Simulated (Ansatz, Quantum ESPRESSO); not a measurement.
# 1T-PtS2, 2 layers, AA stacking against a metal electrode: the electrode's level over the Fermi level at a withheld member of a series

How the rows were computed: Quantum ESPRESSO 7.5, PBE, GBRV ultrasoft. The slab is relaxed neutral under PBE-D3(BJ), then held. ESM with bc3: vacuum below and a metal electrode about 6 Å above the top atoms. Fermi-Dirac smearing of 0.004 Ry and a dense mesh. Charges are set per cell from the starting area. The series steps the charge of the slab (positive: electrons removed).

```
charge of the slab  electrode's level over the Fermi level (eV)
     1 ×10¹³ e/cm²                                        6.340
     2 ×10¹³ e/cm²                                        7.312
     3 ×10¹³ e/cm²                                        8.271
   4.5 ×10¹³ e/cm²                                        9.706
     6 ×10¹³ e/cm²                                       11.140
     7 ×10¹³ e/cm²                                       12.097
```

One more run was made and is withheld. What is the electrode's level over the Fermi level at 8 ×10¹³ e/cm²?

**Worked estimate.** The rows at 6 ×10¹³ e/cm² and 7 ×10¹³ e/cm² give a slope of (12.097 − (11.140))/(7 − (6)) = 0.957, so a straight line gives 13.054 eV. A parabola through these and the row at 4.5 ×10¹³ e/cm² gives 13.055 eV.

What the calculation gave: 13.055 eV. The line misses by −0.001 and the parabola by 0.000 eV. Both misses are under 5 % of the step from the nearer row.

**Limits.** Vacuum fills the gap; ions don't answer the charge; added electrons can spill towards the electrode at the most negative charges. Members without a usable value, or on the other side of zero field or charge, are not listed.

[Logs are printed without paths, hosts, clocks, repeated set-up lines and the standing remarks that a program may print on its own settings, such as how far it seeks lower states.]
